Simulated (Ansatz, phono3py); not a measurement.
# KCl (Sylvite, Fm-3m): lattice thermal conductivity, part 3 of 4

Wanted: κ(T), lifetimes and mean free paths for KCl (Sylvite).

Experimental results on record:
- thermal conductivity 7.1 W/m/K near room temperature (given in “Combining the AFLOW GIBBS and Elastic Libraries to efficiently and robustly screen thermo-mechanical properties of solids”, 2017, arXiv:1611.05714)
- thermal conductivity 7.1 W/m/K near room temperature (given in “Predicting the lattice thermal conductivity of solids by solving the Boltzmann transport equation: AFLOW - AAPL an automated, accurate and efficient framework”, 2017, arXiv:1611.05481)

Ansatz 0.2.0; DFT LDA, scalar-relativistic, plane waves, PAW; PAW set soft_1.

So far. Step 2 (A first coarse run): The start is under -2.0 GPa at this level and looks like an insulator or semiconductor on this mesh. Step 5 (Tight relaxation): The residual pressure is -0.0096 GPa, small enough for phonons. The relaxed cell has a = 6.077 Å (conventional setting).

## (6) Third-order constants and the Boltzmann equation

Pairs of atoms inside the cutoff are displaced in a supercell, the forces give the cubic constants, and these give the three-phonon rates of the Boltzmann equation.

Input file input.yaml:

```yaml
crystal:
  lattice:
    - [0.0, 3.0386370853, 3.0386370853]
    - [3.0386370853, 0.0, 3.0386370853]
    - [3.0386370853, 3.0386370853, 0.0]
  atoms:
    - { symbol: K, position: [0.0, 0.0, 0.0] }
    - { symbol: Cl, position: [0.5, 0.5, 0.5] }
kpoints:
  mp_grid: { grid: [6, 6, 6] }
hamiltonian:
  xc: lda
  pseudopotentials: { kind: paw, azcp: { folder: soft_1 }, xc_functional: pbe }
scf:
  occupations: { method: fixed }
  lower_state_search: "off"
output:
  eigenvalues: true
phonons:
  method: fd
  dielectric: true
  qmesh: [6, 6, 6]
  temperatures: { t_max: 1000, t_step: 50 }
  qpath:
    path:
      - [[0.0, 0.0, 0.0], [0.5, 0.0, 0.5], [0.625, 0.25, 0.625]]
      - [[0.375, 0.375, 0.75], [0.0, 0.0, 0.0], [0.5, 0.5, 0.5], [0.5, 0.25, 0.75], [0.5, 0.0, 0.5]]
    npoints: 10
  third_order: { supercell: [3, 3, 3], pair_cutoff: 4.447 }
  lattice_thermal_conductivity:
    qmesh: [17, 17, 17]
    temperatures: [100.0, 150.0, 200.0, 300.0, 400.0, 500.0, 600.0, 800.0]
    isotope_mass_variance:
      - { species: Cl, variance: 0.0005827 }
      - { species: K, variance: 0.000164 }
```

Command:

```
ansatz run input.yaml --threads 8 --pin off --max-ram 19456MiB --backend cpu --events-out ev --progress --plain --runs-dir out
```

Numbers of over 12 decimals in the logs are rounded to 6 here.

What it wrote:

```text
Warning: phonons.dielectric: true without phonons.rigid_motions: the static dielectric tensor ε⁰ will be withheld (ε∞, Z* and the rows of modes are given); for a crystal or a slab, whose only rigid motions are the translations, set phonons.rigid_motions: translations
[...]
Crystal: 12 atoms, lattice volume = 336.680 Å³
Basis set: ecut = 420 eV, 6541 PW (Γ), FFT grids on a1, −a1+a2+a3, −a1+a3
Bands: 60, of which v1, the nominal top of the filled ones, is band 48 counted from 1 (47 counted from 0)
Symmetry: 24 space group operations
k-points: 16 of 36
[...]
SCF iter   1: F=—  HF=-15265.759146 eV  |F-HF|=—  |Δ(HF+E_count)|=         —  Δρ=1.07e-7  dr2=3.94e-11  ethr=1.00e-12  ⟨swp⟩=3.0  Hψ=2441  notcnv=0
[...]
SCF iter   2: F=-15265.759146 eV  HF=-15265.759146 eV  |F-HF|=9.09e-12  |Δ(HF+E_count)|=  9.09e-12  Δρ=4.55e-8  dr2=7.34e-12  ethr=1.00e-12  ⟨swp⟩=3.0  Hψ=2532  notcnv=0
SCF 1 converged in 2 iterations: F = -15265.759146 eV  dr2 = 7.34e-12
[...]
Crystal: 2 atoms, lattice volume = 56.113 Å³
Basis set: ecut = 420 eV, 1067 PW (Γ), exchange–correlation on 60×60×60 points (8 copies of the dense FFT grid, shifted against one another)
Bands: 12, of which v1, the nominal top of the filled ones, is band 8 counted from 1 (7 counted from 0)
Symmetry: 48 space group operations
k-points: 30 of 216 (irreducible under 8 space group operations, time reversal used)
[...]
SCF iter   3: F=-2544.293192 eV  HF=-2544.293192 eV  |F-HF|=3.00e-11  |Δ(HF+E_count)|=  5.28e-11  Δρ=2.64e-7  dr2=3.87e-11  ethr=1.00e-12  ⟨swp⟩=4.9  Hψ=1936  notcnv=0
SCF 2 converged in 3 iterations: F = -2544.293192 eV  dr2 = 3.87e-11
[...]
NSCF: frozen V_eff on 2 k-points
DFPT response loops at Γ: preconditioner auto → none (the input reference at scf.mixing.eps_inf says where Resta's filter doesn't serve); β = 0.50; Broyden in place of MSR1
Symmetry: 2 space group operations
k-points: 16 of 36 (time reversal used)
[...]
SCF iter   8: F=-15265.759138 eV  HF=-15265.759138 eV  |F-HF|=1.82e-12  |Δ(HF+E_count)|=  5.46e-12  Δρ=8.21e-9  dr2=3.32e-13  ethr=1.00e-12  ⟨swp⟩=5.0  Hψ=3520  notcnv=0
SCF 3 converged in 8 iterations: F = -15265.759138 eV  dr2 = 3.32e-13
[...]
Symmetry: 1 space group operations
k-points: 20 of 36 (time reversal used)
[...]
SCF iter   8: F=-15265.759139 eV  HF=-15265.759139 eV  |F-HF|=0.00e0  |Δ(HF+E_count)|=  1.82e-12  Δρ=7.51e-9  dr2=2.86e-13  ethr=1.00e-12  ⟨swp⟩=5.2  Hψ=4407  notcnv=0
SCF 4 converged in 8 iterations: F = -15265.759139 eV  dr2 = 2.86e-13
[...]
SCF iter   7: F=-15265.759139 eV  HF=-15265.759139 eV  |F-HF|=0.00e0  |Δ(HF+E_count)|=  3.64e-12  Δρ=1.22e-8  dr2=4.90e-13  ethr=1.00e-12  ⟨swp⟩=5.9  Hψ=3672  notcnv=0
SCF 5 converged in 7 iterations: F = -15265.759139 eV  dr2 = 4.90e-13
[...]
SCF iter   3: F=-15265.759139 eV  HF=-15265.759139 eV  |F-HF|=0.00e0  |Δ(HF+E_count)|=  1.82e-12  Δρ=3.13e-8  dr2=1.47e-12  ethr=1.00e-12  ⟨swp⟩=6.0  Hψ=3890  notcnv=0
SCF 6 converged in 3 iterations: F = -15265.759139 eV  dr2 = 1.47e-12
[...]
SCF iter   7: F=-15265.759139 eV  HF=-15265.759139 eV  |F-HF|=0.00e0  |Δ(HF+E_count)|=    0.00e0  Δρ=2.04e-8  dr2=1.36e-12  ethr=1.00e-12  ⟨swp⟩=5.0  Hψ=4521  notcnv=0
SCF 7 converged in 7 iterations: F = -15265.759139 eV  dr2 = 1.36e-12
[...]
SCF iter   3: F=-15265.759139 eV  HF=-15265.759139 eV  |F-HF|=1.82e-12  |Δ(HF+E_count)|=  1.82e-12  Δρ=3.06e-8  dr2=1.51e-12  ethr=1.00e-12  ⟨swp⟩=6.0  Hψ=4865  notcnv=0
SCF 8 converged in 3 iterations: F = -15265.759139 eV  dr2 = 1.51e-12
Basis set: ecut = 420 eV, 6577 PW (Γ), FFT grids on a1, a2, −3a1−3a2+a3
SCF iter   1: F=—  HF=-15265.759146 eV  |F-HF|=—  |Δ(HF+E_count)|=         —  Δρ=1.07e-7  dr2=3.96e-11  ethr=1.00e-12  ⟨swp⟩=3.0  Hψ=2385  notcnv=0
[...]
SCF iter   2: F=-15265.759146 eV  HF=-15265.759146 eV  |F-HF|=5.46e-12  |Δ(HF+E_count)|=  1.64e-11  Δρ=4.56e-8  dr2=7.37e-12  ethr=1.00e-12  ⟨swp⟩=3.0  Hψ=2532  notcnv=0
SCF 9 converged in 2 iterations: F = -15265.759146 eV  dr2 = 7.37e-12
[...]
SCF iter   8: F=-15265.759139 eV  HF=-15265.759139 eV  |F-HF|=0.00e0  |Δ(HF+E_count)|=    0.00e0  Δρ=7.59e-9  dr2=3.23e-13  ethr=1.00e-12  ⟨swp⟩=5.2  Hψ=4407  notcnv=0
SCF 10 converged in 8 iterations: F = -15265.759139 eV  dr2 = 3.23e-13
[...]
SCF iter   7: F=-15265.759139 eV  HF=-15265.759139 eV  |F-HF|=5.46e-12  |Δ(HF+E_count)|=  5.46e-12  Δρ=1.27e-8  dr2=6.63e-13  ethr=1.00e-12  ⟨swp⟩=6.0  Hψ=4724  notcnv=0
SCF 11 converged in 7 iterations: F = -15265.759139 eV  dr2 = 6.63e-13
Basis set: ecut = 420 eV, 6593 PW (Γ), FFT grids on a1, a1+a2, 2a1+a3
k-points: 15 of 36
SCF iter   1: F=—  HF=-15265.759147 eV  |F-HF|=—  |Δ(HF+E_count)|=         —  Δρ=1.04e-7  dr2=3.57e-11  ethr=1.00e-12  ⟨swp⟩=3.0  Hψ=2242  notcnv=0
[...]
SCF 95 converged in 7 iterations: F = -68695.913512 eV  dr2 = 3.71e-10
[...]
SCF iter   7: F=-68695.914024 eV  HF=-68695.914024 eV  |F-HF|=1.46e-11  |Δ(HF+E_count)|=  1.31e-10  Δρ=6.99e-8  dr2=8.46e-11  ethr=1.00e-12  ⟨swp⟩=4.0  Hψ=6296  notcnv=0
SCF 96 converged in 7 iterations: F = -68695.914024 eV  dr2 = 8.46e-11
[...]
SCF iter   7: F=-68695.914007 eV  HF=-68695.914007 eV  |F-HF|=2.91e-11  |Δ(HF+E_count)|=  1.31e-10  Δρ=6.49e-8  dr2=7.13e-11  ethr=1.00e-12  ⟨swp⟩=4.0  Hψ=6285  notcnv=0
SCF 97 converged in 7 iterations: F = -68695.914007 eV  dr2 = 7.13e-11
[...]
SCF iter   7: F=-68695.914007 eV  HF=-68695.914007 eV  |F-HF|=0.00e0  |Δ(HF+E_count)|=  1.46e-10  Δρ=6.59e-8  dr2=7.40e-11  ethr=1.00e-12  ⟨swp⟩=4.0  Hψ=6296  notcnv=0
SCF 98 converged in 7 iterations: F = -68695.914007 eV  dr2 = 7.40e-11
[...]
SCF iter   7: F=-68695.914090 eV  HF=-68695.914090 eV  |F-HF|=2.91e-11  |Δ(HF+E_count)|=  1.31e-10  Δρ=6.78e-8  dr2=7.59e-11  ethr=1.00e-12  ⟨swp⟩=4.0  Hψ=6296  notcnv=0
SCF 99 converged in 7 iterations: F = -68695.914090 eV  dr2 = 7.59e-11
[...]
SCF iter   6: F=-68695.914088 eV  HF=-68695.914088 eV  |F-HF|=1.46e-11  |Δ(HF+E_count)|=   7.01e-9  Δρ=2.26e-7  dr2=8.93e-10  ethr=1.00e-12  ⟨swp⟩=3.2  Hψ=8067  notcnv=0
SCF 100 converged in 6 iterations: F = -68695.914088 eV  dr2 = 8.93e-10
[...]
SCF iter   7: F=-68695.914072 eV  HF=-68695.914072 eV  |F-HF|=1.46e-11  |Δ(HF+E_count)|=  7.28e-11  Δρ=6.65e-8  dr2=7.59e-11  ethr=1.00e-12  ⟨swp⟩=4.0  Hψ=6296  notcnv=0
SCF 101 converged in 7 iterations: F = -68695.914072 eV  dr2 = 7.59e-11
SCF converged after 2 iterations
Free energy (F): -15265.759146 eV
[...]
Internal energy: -15265.759146 eV  (E = F + TS)
E sigma→0 (E₀):  -15265.759146 eV
Fermi energy:    1.330845 eV
[...]
--- Band table (eV; the first three rows and the last of 16) ---
  k-point 0: bands = [... 44 lower, 1.0773, 1.3308, 1.3308, 1.3308, 6.4426, 7.3745, 8.3753, 8.3753, ... 8 higher]
  k-point 1: bands = [... 44 lower, 1.1213, 1.1359, 1.2461, 1.2461, 7.2959, 7.7353, 8.0105, 8.3753, ... 8 higher]
  k-point 2: bands = [... 44 lower, 1.2118, 1.2118, 1.2118, 1.2118, 7.1608, 7.1608, 7.8853, 7.8853, ... 8 higher]
  k-point 15: bands = [... 44 lower, 0.9340, 0.9340, 0.9704, 0.9704, 8.2277, 8.2277, 8.5181, 8.5181, ... 8 higher]
--- Phonons: 39 displaced members + 10 references (amplitude of the first 0.0025 Å, Σ member SCF iterations 257) ---
  ASR residual: 6.725e-4 → 0.000e0 eV/Å²; symmetrization residual: 1.532e-4 eV/Å²
  largest component of a force at the reference: 6.6e-24 eV/Å
  ASR residual per site (eV/Å²): 6.73e-4 3.86e-4
  Γ frequencies (cm⁻¹): 0.00 0.00 0.00 161.22 161.22 161.22
  Unit cell's response to a homogeneous field, on a k mesh of 6×6×6: 1 representative field direction (Σ response iterations 7)
  ε∞ (high-frequency dielectric tensor):
        2.507462    -0.000000    -0.000000
        0.000000     2.507462    -0.000000
       -0.000000     0.000000     2.507462
  ε⁰ (static dielectric tensor): not given — the deck does not say what the cell's rigid motions are, and on a molecule in a box or a wire the rigid rotations would enter the sum over the modes at Γ. For a crystal or a slab, whose only rigid motions are the translations, set phonons.rigid_motions: translations.
  Born effective charges Z* (e; rows j = field, columns β = displacement):
    site 0:
         1.10909   -0.00000    0.00000
         0.00000    1.10909    0.00000
         0.00000   -0.00000    1.10909
    site 1:
        -1.10909    0.00000    0.00000
         0.00000   -1.10909   -0.00000
         0.00000    0.00000   -1.10909
  Z* charge neutrality: 3.785e-6 e pre-enforcement
  k-mesh period / interband length: 25.8 Å / 1.23 Å = 20.89 at k = (0.0000, 0.0000, 0.0000), direct gap 5.112 eV — 14 or more, which is no proof of convergence
  optical modes at Γ without the LO–TO term, one row a degenerate level:
      ω (cm⁻¹)  modes    IR ((D/Å)²/amu)
        161.22      3             4.5791
  optical modes at Γ + LO–TO along q̂ = [1.0000, 0.0000, 0.0000]:
      ω (cm⁻¹)  modes    IR ((D/Å)²/amu)
        161.22      2             3.0527
        221.65      1             1.5264
  optical modes at Γ + LO–TO along q̂ = [0.0000, 1.0000, 0.0000]:
      ω (cm⁻¹)  modes    IR ((D/Å)²/amu)
        161.22      2             3.0527
        221.65      1             1.5264
  optical modes at Γ + LO–TO along q̂ = [0.0000, 0.0000, 1.0000]:
      ω (cm⁻¹)  modes    IR ((D/Å)²/amu)
        161.22      2             3.0527
        221.65      1             1.5264
--- Phonons (by wavevector): 16 wavevectors in 10 supercells ---
  supercell 1 (6 cells, vectors [1, 0, 0], [0, 3, -3], [0, 0, 2] in multiples of the cell's): 6 displaced members by 0.0025 Å; free energy -15265.759146 eV; taken off its force constants: by the sum rule 1.6e-4, by the symmetrisation 1.7e-5 eV/Å²
  symmetry images taken by strict's conditions (phonons.symmetry_images: auto; settled by no image being taken that strict refuses)
[...]
q = [0.0000, 0.0000, 0.0000] (star 1, supercell 1; hermiticity 8.77e-17, symmetrization 1.82e-5): -0.00 -0.00 0.00 161.22 161.22 161.22
[...]
joined force constants: q→R imaginary residual 1.70e-16
  density of states and harmonic sums: on the 18×18×18 q-mesh, interpolated from the force constants of a 6×6×6 supercell (with the dipole–dipole term)
  largest difference from the sums on the solved wave vectors: F 4.34e-3 eV, S 5.49e-6 and C_V 1.15e-6 eV/K
  zero-point energy: 0.047166 eV/cell   skipped modes (ω ≤ 0): 3   left out of the sums: 8.57e-5 of the cell's modes: C_V's classical limit lies that fraction below 3 k_B per atom; for a crystal, a wire or a layer, F and S can be off by more, and a phonons.interpolated_qmesh denser along its periods is the remedy for the sampling
--- Third-order force constants: 50 member SCFs in a 3×3×3 supercell (pair cutoff 4.447 Å, amplitude 0.03 Å, SCF threshold 1.00e-9 eV, Σ member SCF iterations 362) ---
[...]
sum-rule residual: 4.097e-2 → 4.661e-16 eV/Å³; symmetrization residual: 4.397e-3 eV/Å³; largest sum-rule correction relative to its orbit: 1.139e-1, on the orbit of the block of home site 1 with site 1 of cell (-1, 0, 0) and site 1 of cell (-1, 0, 0), whose norm before the correction was 1.478e-1 eV/Å³
--- Lattice thermal conductivity: 17×17×17 mesh (165 irreducible points), tetrahedron method ---
  three-phonon and isotope scattering only; four-phonon, boundary and, in a metal, phonon-electron scattering are left out
  each conductivity is what the modes' populations carry and what the coherences between them add
  conductivity (a third of the tensor's trace), W/(m K), in the relaxation-time approximation and from the full solution:
       T (K)   relaxation time   full solution  iterations             ending  least Ritz value
      100.00           29.5217         37.6127           9          converged          5.115e-1
      150.00           20.0689         26.2850           9          converged          4.941e-1
      200.00           15.2923         20.3212           9          converged          4.843e-1
      300.00           10.4106         14.0375           9          converged          4.735e-1
      400.00            7.9188         10.7514           9          converged          4.676e-1
      500.00            6.4064          8.7292           9          converged          4.640e-1
      600.00            5.3912          7.3594           9          converged          4.615e-1
      800.00            4.1145          5.6222           9          converged          4.582e-1
```

It took 20 min on 8 threads of Intel Xeon at 2.70GHz, shared host; peak memory 12 GiB.

Numbers from this step:

- Γ frequencies: 0, 0, 0, 161.2, 161.2, 161.2 cm⁻¹ (negative: imaginary)
- lowest frequency on the path: 0 cm⁻¹
- zero-point energy: 0.04717 eV/cell
- point group: m-3m
- highest frequency: 221.7 cm⁻¹
- Debye temperature from the second moment: 247 K
- κ at 300 K (relaxation time): 10.41 W/m/K
- κ at 300 K (full solution): 14.04 W/m/K
- dipole term: run
- mean free path at half of κ: 17 nm
- share of κ above the three lowest branches: 0.124
- third-order blocks: 350
- periodic aliases dropped: 24
- largest relative sum-rule correction: 0.1139
- displaced cells, third order: 50

LO-TO term included. Phonon branches along the path, in cm⁻¹:

```tsv
point	branch 1	branch 2	branch 3	branch 4	branch 5	branch 6
Γ	0	0	0	161	161	222
halfway	41	41	125	163	163	174
X	57	57	105	166	166	171
halfway	64	73	102	163	166	170
U	82	95	105	154	163	169
jump to K	82	95	105	154	163	169
halfway	51	93	111	139	164	191
Γ	0	0	0	161	161	222
halfway	68	68	89	152	152	207
L	116	116	125	125	158	167
halfway	98	99	134	136	161	163
W	86	86	129	134	168	168
halfway	67	87	100	158	166	170
X	57	57	105	166	166	171
```

The phonon branches as a text plot (rows in cm⁻¹):

```
    217 |***                        ********
    208 |   *                     **        *
    199 |                        *           *
    189 |    **                 *             *
    180 |                      *               *
    171 |      *    ***********                 ***      ********
    162 |******************* **************      ********     ***
    152 |       **       ** *     **       **   *           **
    143 |       *          **** **           **            *
    134 |        *          *  *               **  ********
    125 |      *  **       * ***              *  **       **
    115 |                    **                  **
    106 |    **     ****  * *  **            *  *  ***      * ***
     97 |               ****    *              *      **    **
     88 |               *  *     *          * *         ****
     79 |   *            ** *    *           *             ** *
     69 |              **    **   **       **                *
     60 |  *        ****       *  **                          ***
     51 |       ****            *   *     **
     42 |      *                 *  *     *
     32 | *  **                   **     *
     23 |   *                       **
     14 | **                         *  *
      5 |*                            **
         Γ           X  U|K            Γ         L        W     X
```

W/m/K. Kappa, by row:

```tsv
T (K)	RTA xx	RTA yy	RTA zz	full xx	full yy	full zz	coherence part xx	coherence part yy	coherence part zz	ending	iterations	least Ritz value
100	29.52	29.52	29.52	37.61	37.61	37.61	0.04737	0.04737	0.04737	converged	9	0.511
150	20.07	20.07	20.07	26.29	26.29	26.29	0.06881	0.06881	0.06881	converged	9	0.494
200	15.29	15.29	15.29	20.32	20.32	20.32	0.08314	0.08314	0.08314	converged	9	0.484
300	10.41	10.41	10.41	14.04	14.04	14.04	0.103	0.103	0.103	converged	9	0.473
400	7.919	7.919	7.919	10.75	10.75	10.75	0.1179	0.1179	0.1179	converged	9	0.468
500	6.406	6.406	6.406	8.729	8.729	8.729	0.1302	0.1302	0.1302	converged	9	0.464
600	5.391	5.391	5.391	7.359	7.359	7.359	0.1407	0.1407	0.1407	converged	9	0.461
800	4.115	4.115	4.115	5.622	5.622	5.622	0.1572	0.1572	0.1572	converged	9	0.458
```

Table of lattice thermal conductivity by temperature:

```tsv
temperature (K)	RTA xx (W/m/K)	full xx (W/m/K)
100	29.5	37.6
150	20.1	26.3
200	15.3	20.3
300	10.4	14.0
400	7.92	10.8
500	6.41	8.73
600	5.39	7.36
800	4.12	5.62
```

The modes has structure finer than the step of the table below, so its rows give means over 10 cm⁻¹, whole bins alone (the curve runs from -10 to 238 cm⁻¹). Peaks (cm⁻¹: height): Cl 95.8: 0.0203, 127.0: 0.0292, 165.9: 0.0654; K 106.7: 0.0258, 165.9: 0.0684.

Phonopy on the run's constants, 17x17x17 mesh, Gaussian sigma 2.0 cm⁻¹. Modes against wavenumber; means over each step; values in 1/cm⁻¹/cell:

```tsv
wavenumber (cm⁻¹)	Cl	K
0	2.8e-5	3.1e-5
10	1.9e-4	2.1e-4
20	8.6e-4	9.5e-4
30	0.00181	0.00199
40	0.00358	0.00394
50	0.00657	0.00721
60	0.0118	0.0129
70	0.0137	0.0151
80	0.0153	0.0174
90	0.0166	0.0197
100	0.0176	0.0232
110	0.0139	0.0241
120	0.0167	0.0142
130	0.0238	0.0179
140	0.0259	0.0177
150	0.0306	0.0240
160	0.0487	0.0441
170	0.0353	0.0376
180	0.00621	0.00688
190	0.00449	0.00465
200	0.00332	0.00328
210	0.00226	0.00213
220	7.8e-4	7.2e-4
230	1.6e-6	1.6e-6
```

Distinct triplets, nearest first. Third order norms, by row:

```tsv
sites	side 1 (Å)	side 2 (Å)	side 3 (Å)	norm of the 27 components (eV/Å³)
K-K-K	0	0	0	0
Cl-Cl-Cl	0	0	0	0
K-Cl-Cl	0	3.04	3.04	4.763
K-Cl-K	0	3.04	3.04	4.934
K-Cl-Cl	3.04	3.04	4.3	0.045
K-Cl-K	3.04	3.04	4.3	0.055
K-K-K	0	4.3	4.3	0.292
K-K-K	4.3	4.3	4.3	0.008
Cl-Cl-Cl	0	4.3	4.3	0.15
Cl-Cl-Cl	4.3	4.3	4.3	0.022
```

Born charge (rows field, columns displacement) (e), principal values of the symmetric part by kind of site:

```tsv
atom	atoms with these values	low	middle	high	mean
K1	1	1.11	1.11	1.11	1.11
Cl2	1	-1.11	-1.11	-1.11	-1.11
```

In full for K1:

```
1.11 0.00 0.00
0.00 1.11 0.00
0.00 0.00 1.11
```

RTA, 300 K. Kappa by branch, by row:

```tsv
branch (by rank)	mean frequency (THz)	mean rms speed (km/s)	median lifetime (ps)	share of kappa
1	2.13	2.06	7.19	0.302
2	2.67	2.49	3.79	0.283
3	3.53	2.48	4.48	0.291
4	4.41	1.66	3.61	0.08
5	4.78	1.01	3.53	0.03
6	5.28	1.12	1.6	0.014
```

[end of part 3 of 4]

[Logs are printed without paths, hosts, clocks, repeated set-up lines and the standing remarks that a program may print on its own settings, such as how far it seeks lower states.]

[Hosts, paths, dates, database ids (printed as entryN), source tags and the programs' standing remarks are cut or masked in the printed files.]

[A step with changed settings may run another functional than the one named; its input shows which.]
